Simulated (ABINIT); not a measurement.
**RbGeH3 (Pm-3m): zone-centre phonons**

Which modes does RbGeH3 (Pm-3m) have at the zone centre?

Program: ABINIT 10.8.3. Level of theory: DFT PBE, scalar-relativistic, plane waves, PseudoDojo norm-conserving pseudopotentials. Results are calculated unless marked as measured.

The structure was built from a prototype and need not be the compound's stable phase.

### Step 1. Starting point

The structure is cubic, space group Pm-3m (No. 221). The conventional cell has a = 4.410 Å, b = 4.410 Å, c = 4.410 Å, α = 90.00°, β = 90.00°, γ = 90.00°. Nearest to Rb lie 12 H at 3.12 Å. Ge has 6 H at 2.20 Å nearest. H has 2 Ge at 2.20 Å and 4 Rb at 3.12 Å and 8 H at 3.12 Å nearest. Farther neighbours are not listed.

### Step 2. A first look

A first run with smearing and empty bands tells whether the crystal has a gap, which decides between fixed occupations and smearing later on.

probe.abi

```
# ground state
tolvrs 1.0d-08
prtden 1
prtwf 1

# basis, mesh and filling
ecut 43.0
ecutsm 3.0
ngkpt 4 4 4
nshiftk 1
shiftk 0.0 0.0 0.0
istwfk *1
occopt 7
tsmear 0.005
nband 20
nstep 100
diemac 9.0
prtebands 0
prtgsr 0
useylm 1

# cell and atoms
acell 8.33369221 8.33369221 8.33369221
rprim 
    1.0 0.0 0.0
    0.0 1.0 0.0
    0.0 0.0 1.0
ntypat 3
znucl 37 32 1
natom 5
typat 1 2 3 3 3
xred 
    0.0 0.0 0.0
    0.5 0.5 0.5
    0.5 0.5 0.0
    0.5 0.0 0.5
    0.0 0.5 0.5
pp_dirpath "./pseudo"
pseudos "Rb.upf, Ge.upf, H.upf"
```

On the command line:

```
OMP_NUM_THREADS=1 mpirun -n 4 abinit probe.abi > probe.log
```

Numbers of over 12 decimals in the logs are rounded to 6 here.

probe.abo, the main output file:

```text
[banners, grids, parts of the stress and lines that vanish by symmetry left out]
- input  file    -> probe.abi
- output file    -> probe.abo
- root for input  files -> probei
[...]
Symmetries : space group Pm -3 m (#221); Bravais cP (primitive cubic)
[...]
mpw =        7856          nfft =      125000          nkpt =          10
[...]
== DATASET  1 ==================================================================
[...]
cutoff_energies: {ecut:  43.0, pawecutdg:  -1.0, }
[...]
ETOT  1  -116.44386703246    -1.164E+02 1.077E+00 4.953E+02
 ETOT  2  -117.94972208144    -1.506E+00 1.485E-02 6.193E+02
 ETOT  3  -118.02040479157    -7.068E-02 3.327E-02 1.010E+02
 ETOT  4  -118.03048970424    -1.008E-02 4.492E-03 4.320E+00
 ETOT  5  -118.03105233911    -5.626E-04 4.049E-03 2.902E+00
[...]
ETOT  9  -118.03142997529    -6.506E-08 5.746E-04 1.478E-07
 ETOT 10  -118.03142997533    -4.012E-11 2.516E-04 2.894E-09
 At SCF step   10       vres2   =  2.89E-09 < tolvrs=  1.00E-08 =>converged.
[...]
sigma(1 1)=  1.12971933E-04  sigma(3 2)=  0.00000000E+00
  sigma(2 2)=  1.12971933E-04  sigma(3 1)=  0.00000000E+00
  sigma(3 3)=  1.12971933E-04  sigma(2 1)=  0.00000000E+00
[...]
convergence: {deltae: -4.012E-11, res2:  2.894E-09, residm:  2.516E-04, diffor: null, }
etotal    :  -1.18031430E+02
[...]
sigma(1 1)=  1.12971933E-04  sigma(3 2)=  0.00000000E+00
  sigma(2 2)=  1.12971933E-04  sigma(3 1)=  0.00000000E+00
  sigma(3 3)=  1.12971933E-04  sigma(2 1)=  0.00000000E+00
[...]
- sigma(1 1)=  3.32374902E+00  sigma(3 2)=  0.00000000E+00
- sigma(2 2)=  3.32374902E+00  sigma(3 1)=  0.00000000E+00
- sigma(3 3)=  3.32374902E+00  sigma(2 1)=  0.00000000E+00
[...]
fcart     -0.0000000000E+00 -0.0000000000E+00 -0.0000000000E+00
           strten      1.1297193306E-04  1.1297193306E-04  1.1297193306E-04
================================================================================

[key lines of the parts left out:]
pressure_GPa:  -3.3237E+00
```

Run time: 36 s. Hardware: 4 MPI ranks of Arm Neoverse N1, shared host.

This step gave:

```yaml
volume_per_atom: 17.15 Å³
pressure: -3.324 GPa
gap_on_the_k_mesh: 0 eV
```

No gap opens on this mesh, so smearing is kept.

### Step 3. Rough relaxation

The typed start is rough, so a first relaxation with smearing and loose thresholds takes it towards rest cheaply.

prerelax.abi

```
# relaxation
ionmov 2
optcell 2
dilatmx 1.15
chkdilatmx 0
ntime 40
tolmxf 3.0d-04
tolvrs 1.0d-10
prtwf 0
prtden 0
chksymtnons 0

# basis, mesh and filling
ecut 34.4
ecutsm 3.0
ngkpt 4 4 4
nshiftk 1
shiftk 0.0 0.0 0.0
istwfk *1
occopt 7
tsmear 0.005
nband 20
nstep 100
diemac 1000000.0
prtebands 0
prtgsr 0
useylm 1

# cell and atoms
acell 8.33369221 8.33369221 8.33369221
rprim 
    1.0 0.0 0.0
    0.0 1.0 0.0
    0.0 0.0 1.0
ntypat 3
znucl 37 32 1
natom 5
typat 1 2 3 3 3
xred 
    0.0 0.0 0.0
    0.5 0.5 0.5
    0.5 0.5 0.0
    0.5 0.0 0.5
    0.0 0.5 0.5
pp_dirpath "./pseudo"
pseudos "Rb.upf, Ge.upf, H.upf"
```

On the command line:

```
OMP_NUM_THREADS=1 mpirun -n 4 abinit prerelax.abi > prerelax.log
```

prerelax.abo, the main output file:

```text
[banners, grids, parts of the stress and lines that vanish by symmetry left out]
- input  file    -> prerelax.abi
- output file    -> prerelax.abo
- root for input  files -> prerelaxi
[...]
Symmetries : space group Pm -3 m (#221); Bravais cP (primitive cubic)
[...]
mpw =        8529          nfft =      157464          nkpt =          10
[...]
== DATASET  1 ==================================================================
[...]
cutoff_energies: {ecut:  34.4, pawecutdg:  -1.0, }
[...]
ETOT  1  -116.29169916178    -1.163E+02 1.022E+00 8.458E+02
 ETOT  2  -117.92933985629    -1.638E+00 1.296E-02 9.457E+02
 ETOT  3  -118.01361526828    -8.428E-02 4.458E-03 1.832E+02
 ETOT  4  -118.02859407667    -1.498E-02 1.802E-03 4.022E+00
 ETOT  5  -118.02785810947     7.360E-04 4.573E-04 1.038E+01
[...]
At SCF step   12       vres2   =  8.87E-12 < tolvrs=  1.00E-10 =>converged.
[...]
ETOT  9  -118.03460523048    -3.482E-12 6.286E-09 3.210E-12
 At SCF step    9       vres2   =  3.21E-12 < tolvrs=  1.00E-10 =>converged.
[...]
sigma(1 1)=  4.39506953E-08  sigma(3 2)=  0.00000000E+00
  sigma(2 2)=  4.39506953E-08  sigma(3 1)=  0.00000000E+00
  sigma(3 3)=  4.39506953E-08  sigma(2 1)=  0.00000000E+00
[...]
convergence: {deltae: -3.482E-12, res2:  3.210E-12, residm:  6.286E-09, diffor: null, }
etotal    :  -1.18034605E+02
[...]
At Broyd/MD step   5, gradients are converged :
[...]
sigma(1 1)=  4.39506953E-08  sigma(3 2)=  0.00000000E+00
  sigma(2 2)=  4.39506953E-08  sigma(3 1)=  0.00000000E+00
  sigma(3 3)=  4.39506953E-08  sigma(2 1)=  0.00000000E+00
[...]
- sigma(1 1)=  1.29307410E-03  sigma(3 2)=  0.00000000E+00
- sigma(2 2)=  1.29307410E-03  sigma(3 1)=  0.00000000E+00
- sigma(3 3)=  1.29307410E-03  sigma(2 1)=  0.00000000E+00
[...]
fcart     -0.0000000000E+00 -0.0000000000E+00 -0.0000000000E+00
           strten      4.3950695338E-08  4.3950695338E-08  4.3950695337E-08
================================================================================

[key lines of the parts left out:]
pressure_GPa:  -1.2931E-03
Total energy (etotal) [Ha]= -1.18034605230479E+02
```

Run time: 2.9 min. Hardware: 4 MPI ranks; 11 min of CPU time.

Relaxation path:

| step | energy less that of the first step (eV) | largest force (eV/Å) | volume (Å³) |
| --- | --- | --- | --- |
| 1 | 0.0000 | 0.0000 | 85.77 |
| 2 | -0.0175 | 0.0000 | 84.90 |
| 3 | -0.1570 | 0.0000 | 72.62 |
| 4 | -0.1573 | 0.0000 | 71.93 |
| 5 | -0.1573 | 0.0000 | 72.14 |

| conventional cell, symmetrised | before | after | change |
| --- | --- | --- | --- |
| a (Å) | 4.410 | 4.163 | -5.6 % |
| b (Å) | 4.410 | 4.163 | -5.6 % |
| c (Å) | 4.410 | 4.163 | -5.6 % |
| volume (Å³/atom) | 17.15 | 14.43 | -15.9 % |

The relaxed structure:

```xyz
5
Lattice="4.1629 0.0000 0.0000 0.0000 4.1629 0.0000 0.0000 0.0000 4.1629" Properties=species:S:1:pos:R:3 pbc="T T T"
Rb    0.0000    0.0000    0.0000
Ge    2.0815    2.0815    2.0815
H     2.0815    2.0815    0.0000
H     2.0815    0.0000    2.0815
H     0.0000    2.0815    2.0815
```

Read from the output:

```
volume per atom : 14.43 Å³
pressure        : -0.001293 GPa
```

The volume changes by -15.9 % in this run and stands -15.9 % from the first cell.

### Step 4. Rough relaxation

The cell changed much, so the rough relaxation is repeated on a basis made for the new cell.

Edit prerelax.abi of step 3 so:

```diff
@@ -29,3 +29,3 @@
 # cell and atoms
-acell 8.33369221 8.33369221 8.33369221
+acell 7.866813816 7.866813816 7.866813816
 rprim
```

prerelax.abo, the main output file:

```text
[banners, grids, parts of the stress and lines that vanish by symmetry left out]
- input  file    -> prerelax.abi
- output file    -> prerelax.abo
- root for input  files -> prerelaxi
[...]
Symmetries : space group Pm -3 m (#221); Bravais cP (primitive cubic)
[...]
mpw =        7184          nfft =      110592          nkpt =          10
[...]
== DATASET  1 ==================================================================
[...]
cutoff_energies: {ecut:  34.4, pawecutdg:  -1.0, }
[...]
ETOT  1  -116.69514134095    -1.167E+02 1.042E+00 3.294E+02
 ETOT  2  -117.98993185932    -1.295E+00 9.381E-03 3.866E+02
 ETOT  3  -118.02705217129    -3.712E-02 1.048E-02 8.536E+01
 ETOT  4  -118.03456621467    -7.514E-03 6.249E-03 3.525E-01
 ETOT  5  -118.03459758766    -3.137E-05 9.694E-04 1.179E-01
[...]
ETOT 10  -118.03460529144    -1.364E-10 5.784E-05 8.912E-10
 ETOT 11  -118.03460529144    -3.638E-12 9.629E-05 1.485E-11
 At SCF step   11       vres2   =  1.48E-11 < tolvrs=  1.00E-10 =>converged.
[...]
sigma(1 1)=  4.24458345E-08  sigma(3 2)=  0.00000000E+00
  sigma(2 2)=  4.24458345E-08  sigma(3 1)=  0.00000000E+00
  sigma(3 3)=  4.24458345E-08  sigma(2 1)=  0.00000000E+00
[...]
convergence: {deltae: -3.638E-12, res2:  1.485E-11, residm:  9.629E-05, diffor: null, }
etotal    :  -1.18034605E+02
[...]
At Broyd/MD step   1, gradients are converged :
[...]
sigma(1 1)=  4.24458345E-08  sigma(3 2)=  0.00000000E+00
  sigma(2 2)=  4.24458345E-08  sigma(3 1)=  0.00000000E+00
  sigma(3 3)=  4.24458345E-08  sigma(2 1)=  0.00000000E+00
[...]
- sigma(1 1)=  1.24879956E-03  sigma(3 2)=  0.00000000E+00
- sigma(2 2)=  1.24879956E-03  sigma(3 1)=  0.00000000E+00
- sigma(3 3)=  1.24879956E-03  sigma(2 1)=  0.00000000E+00
[...]
fcart     -0.0000000000E+00 -0.0000000000E+00 -0.0000000000E+00
           strten      4.2445834465E-08  4.2445834461E-08  4.2445834459E-08
================================================================================

[key lines of the parts left out:]
pressure_GPa:  -1.2488E-03
Total energy (etotal) [Ha]= -1.18034605291444E+02
```

Wall time 29 s (4 MPI ranks); 1.8 min of CPU time.

Little changed from the start: no atom moved by 0.005 Å and no cell edge by 0.1 %.

This step gave:

- pressure: -0.001249 GPa

The volume changes by +0.0 % in this run and stands -15.9 % from the first cell.

### Step 5. Relaxing the cell and atoms

The harmonic expansion needs vanishing forces, and a free crystal bears no stress, so cell and atoms are brought to rest. Stress is more sensitive to the basis than forces are: the last 3 Ha under the cutoff are smoothed with ecutsm.

relax.abi, as its differences from prerelax.abi of step 4:

```diff
@@ -3,7 +3,6 @@
 optcell 2
-dilatmx 1.15
-chkdilatmx 0
+dilatmx 1.08
 ntime 40
-tolmxf 3.0d-04
-tolvrs 1.0d-10
+tolmxf 1.0d-05
+tolvrs 1.0d-14
 prtwf 0
@@ -13,5 +12,5 @@
 # basis, mesh and filling
-ecut 34.4
+ecut 43.0
 ecutsm 3.0
-ngkpt 4 4 4
+ngkpt 6 6 6
 nshiftk 1
@@ -19,4 +18,4 @@
 istwfk *1
-occopt 7
-tsmear 0.005
+occopt 6
+tsmear 0.01
 nband 20
```

On the command line:

```
OMP_NUM_THREADS=1 mpirun -n 4 abinit relax.abi > relax.log
```

relax.abo, the main output file:

```text
[banners, grids, parts of the stress and lines that vanish by symmetry left out]
- input  file    -> relax.abi
- output file    -> relax.abo
- root for input  files -> relaxi
[...]
Symmetries : space group Pm -3 m (#221); Bravais cP (primitive cubic)
[...]
mpw =        8289          nfft =      157464          nkpt =          20
[...]
== DATASET  1 ==================================================================
[...]
cutoff_energies: {ecut:  43.0, pawecutdg:  -1.0, }
[...]
ETOT  1  -116.60342181341    -1.166E+02 1.015E+00 4.878E+02
 ETOT  2  -117.99724132629    -1.394E+00 1.627E-02 6.169E+02
 ETOT  3  -118.03873780620    -4.150E-02 5.444E-03 1.395E+02
 ETOT  4  -118.04734380782    -8.606E-03 1.586E-02 6.441E-01
 ETOT  5  -118.04734209352     1.714E-06 2.382E-03 9.154E-01
[...]
At SCF step   14       vres2   =  1.10E-16 < tolvrs=  1.00E-14 =>converged.
[...]
sigma(1 1)=  3.73130308E-06  sigma(3 2)=  0.00000000E+00
  sigma(2 2)=  3.73130308E-06  sigma(3 1)=  0.00000000E+00
  sigma(3 3)=  3.73130308E-06  sigma(2 1)=  0.00000000E+00
[...]
convergence: {deltae:  1.677E-12, res2:  1.100E-16, residm:  1.437E-04, diffor: null, }
etotal    :  -1.18047398E+02
[...]
ETOT  1  -118.04739581831    -1.180E+02 7.000E-05 4.119E-02
[...]
At SCF step   10       vres2   =  2.00E-15 < tolvrs=  1.00E-14 =>converged.
[...]
sigma(1 1)=  3.36673575E-06  sigma(3 2)=  0.00000000E+00
  sigma(2 2)=  3.36673575E-06  sigma(3 1)=  0.00000000E+00
  sigma(3 3)=  3.36673575E-06  sigma(2 1)=  0.00000000E+00
[...]
convergence: {deltae:  5.670E-12, res2:  2.001E-15, residm:  1.220E-05, diffor: null, }
etotal    :  -1.18047398E+02
[...]
ETOT  1  -118.04717461158    -1.180E+02 7.095E-03 3.493E+00
[...]
ETOT 10  -118.04740099846    -7.716E-12 5.842E-06 1.620E-13
 ETOT 11  -118.04740099846     4.746E-12 6.718E-06 2.853E-15
 At SCF step   11       vres2   =  2.85E-15 < tolvrs=  1.00E-14 =>converged.
[...]
sigma(1 1)= -1.40374350E-08  sigma(3 2)=  0.00000000E+00
  sigma(2 2)= -1.40374350E-08  sigma(3 1)=  0.00000000E+00
  sigma(3 3)= -1.40374350E-08  sigma(2 1)=  0.00000000E+00
[...]
convergence: {deltae:  4.746E-12, res2:  2.853E-15, residm:  6.718E-06, diffor: null, }
etotal    :  -1.18047401E+02
[...]
At Broyd/MD step   3, gradients are converged :
[...]
sigma(1 1)= -1.40374350E-08  sigma(3 2)=  0.00000000E+00
  sigma(2 2)= -1.40374350E-08  sigma(3 1)=  0.00000000E+00
  sigma(3 3)= -1.40374350E-08  sigma(2 1)=  0.00000000E+00
[...]
- sigma(1 1)= -4.12995597E-04  sigma(3 2)=  0.00000000E+00
- sigma(2 2)= -4.12995597E-04  sigma(3 1)=  0.00000000E+00
- sigma(3 3)= -4.12995598E-04  sigma(2 1)=  0.00000000E+00
[...]
fcart     -0.0000000000E+00 -0.0000000000E+00 -0.0000000000E+00
           strten     -1.4037435033E-08 -1.4037435030E-08 -1.4037435049E-08
================================================================================

[key lines of the parts left out:]
pressure_GPa:   4.1300E-04
Total energy (etotal) [Ha]= -1.18047400998455E+02
```

The job ended after 3 min (4 MPI ranks; 12 min of CPU time).

Relaxation path:

| step | energy less that of the first step (eV) | largest force (eV/Å) | volume (Å³) |
| --- | --- | --- | --- |
| 1 | 0.0000 | 0.0000 | 72.14 |
| 2 | 0.0000 | 0.0000 | 72.12 |
| 3 | -0.0001 | 0.0000 | 71.90 |

| conventional cell, symmetrised | before | after | change |
| --- | --- | --- | --- |
| a (Å) | 4.163 | 4.158 | -0.1 % |
| b (Å) | 4.163 | 4.158 | -0.1 % |
| c (Å) | 4.163 | 4.158 | -0.1 % |
| volume (Å³/atom) | 14.43 | 14.38 | -0.3 % |

Read from the output:

```
volume per atom : 14.38 Å³
pressure        : 4.13e-4 GPa
```

The volume changes by -0.3 % in this run and stands -16.2 % from the first cell.

### Step 6. Self-consistent run for the response

The response is built on these wavefunctions, so the potential is converged far more tightly than an energy would need. ecutsm is kept as in the relaxation, so that the cell stays at rest. Smearing stays on, as the first look found no gap above 0.3 eV.

gs.abi

```
# ground state
tolvrs 1.0d-16
prtden 1
prtwf 1

# basis, mesh and filling
ecut 43.0
ecutsm 3.0
ngkpt 6 6 6
nshiftk 1
shiftk 0.0 0.0 0.0
istwfk *1
occopt 6
tsmear 0.01
nband 20
nstep 100
diemac 1000000.0
prtebands 0
prtgsr 0
useylm 1

# cell and atoms
acell 7.857828801 7.857828801 7.857828801
rprim 
    1.0 0.0 0.0
    0.0 1.0 0.0
    0.0 0.0 1.0
ntypat 3
znucl 37 32 1
natom 5
typat 1 2 3 3 3
xred 
    0.0 0.0 0.0
    0.5 0.5 0.5
    0.5 0.5 0.0
    0.5 0.0 0.5
    0.0 0.5 0.5
pp_dirpath "./pseudo"
pseudos "Rb.upf, Ge.upf, H.upf"
```

On the command line:

```
OMP_NUM_THREADS=1 mpirun -n 4 abinit gs.abi > gs.log
```

gs.abo, the main output file:

```text
[banners, grids, parts of the stress and lines that vanish by symmetry left out]
- input  file    -> gs.abi
- output file    -> gs.abo
- root for input  files -> gsi
[...]
Symmetries : space group Pm -3 m (#221); Bravais cP (primitive cubic)
[...]
mpw =        6619          nfft =      110592          nkpt =          20
[...]
== DATASET  1 ==================================================================
[...]
cutoff_energies: {ecut:  43.0, pawecutdg:  -1.0, }
[...]
ETOT  1  -116.52735376164    -1.165E+02 9.815E-01 3.675E+02
 ETOT  2  -117.98987615375    -1.463E+00 2.392E-02 4.741E+02
 ETOT  3  -118.03721826716    -4.734E-02 9.219E-03 1.083E+02
 ETOT  4  -118.04735165217    -1.013E-02 1.609E-02 5.194E-01
 ETOT  5  -118.04734457966     7.073E-06 2.996E-03 6.271E-01
[...]
ETOT 14  -118.04740101474    -8.129E-12 3.939E-04 1.071E-16
 ETOT 15  -118.04740101473     4.007E-12 8.445E-04 7.918E-18
 At SCF step   15       vres2   =  7.92E-18 < tolvrs=  1.00E-16 =>converged.
[...]
sigma(1 1)= -1.58442722E-08  sigma(3 2)=  0.00000000E+00
  sigma(2 2)= -1.58442722E-08  sigma(3 1)=  0.00000000E+00
  sigma(3 3)= -1.58442722E-08  sigma(2 1)=  0.00000000E+00
[...]
convergence: {deltae:  4.007E-12, res2:  7.918E-18, residm:  8.445E-04, diffor: null, }
etotal    :  -1.18047401E+02
[...]
sigma(1 1)= -1.58442722E-08  sigma(3 2)=  0.00000000E+00
  sigma(2 2)= -1.58442722E-08  sigma(3 1)=  0.00000000E+00
  sigma(3 3)= -1.58442722E-08  sigma(2 1)=  0.00000000E+00
[...]
- sigma(1 1)= -4.66154581E-04  sigma(3 2)=  0.00000000E+00
- sigma(2 2)= -4.66154581E-04  sigma(3 1)=  0.00000000E+00
- sigma(3 3)= -4.66154581E-04  sigma(2 1)=  0.00000000E+00
[...]
fcart     -0.0000000000E+00 -0.0000000000E+00 -0.0000000000E+00
           strten     -1.5844272152E-08 -1.5844272150E-08 -1.5844272152E-08
================================================================================

[key lines of the parts left out:]
pressure_GPa:   4.6615E-04
```

The job ended after 53 s (4 MPI ranks).

Read from the output:

```yaml
pressure: 4.66e-4 GPa
```

The cell stands at 4.7e-4 GPa, close enough for phonons.

(Continued in part 2 of 4.)

[Host names and launcher messages were left out of these logs when they were recorded.]

[Logs are printed without paths, hosts, clocks, repeated set-up lines and the standing remarks that a program may print on its own settings, such as how far it seeks lower states.]

[Hosts, paths, dates, database ids (printed as entryN), source tags and the programs' standing remarks are cut or masked in the printed files.]
